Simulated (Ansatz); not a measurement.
## A computed optical spectrum

Method: Ansatz, PBE, independent particles, without spin-orbit coupling, line width 0.1 eV (Gaussian); metals get a typed carrier damping. The response is along the first axis of the cell.

```tsv
E (eV)	Im ε
0.50	48.69
0.75	43.17
1.00	34.76
1.25	23.24
1.50	23.37
1.75	24.87
2.00	22.95
2.25	18.07
2.50	16.62
2.75	15.98
3.00	17.21
3.25	16.14
3.50	14.56
3.75	13.21
4.00	13.47
4.25	14.16
4.50	17.30
4.75	16.50
5.00	14.73
5.25	15.40
5.50	13.23
5.75	14.14
6.00	13.82
6.25	13.83
6.50	11.90
6.75	12.82
7.00	10.50
7.25	8.69
7.50	7.49
7.75	6.87
8.00	6.62
8.25	7.00
8.50	5.45
8.75	4.29
9.00	4.77
9.25	5.30
9.50	4.63
9.75	3.95
10.00	3.76
```

Problem. To which candidate does it belong?
A. GaP (F-43m)
B. TaCuP2 (R-3m)
C. InP (F-43m)
D. NbP (I4_1md)

Solution. D. NbP (I4_1md): a metal, with a Drude term, main peak of the conductivity above 1 eV at 6.17 eV. The others: GaP (F-43m), least direct gap 1.83 eV, ε∞ = 10.89 along the first axis, strongest peak along the first axis at 4.48 eV; TaCuP2 (R-3m), a metal, with a Drude term, main peak of the conductivity above 1 eV at 1.47 eV; InP (F-43m), least direct gap 0.71 eV, ε∞ = 11.40 along the first axis, strongest peak along the first axis at 4.30 eV.

Cells made by substitution are models, which may or may not match a known phase.

[Logs are printed without paths, hosts, clocks, repeated set-up lines and the standing remarks that a program may print on its own settings, such as how far it seeks lower states.]
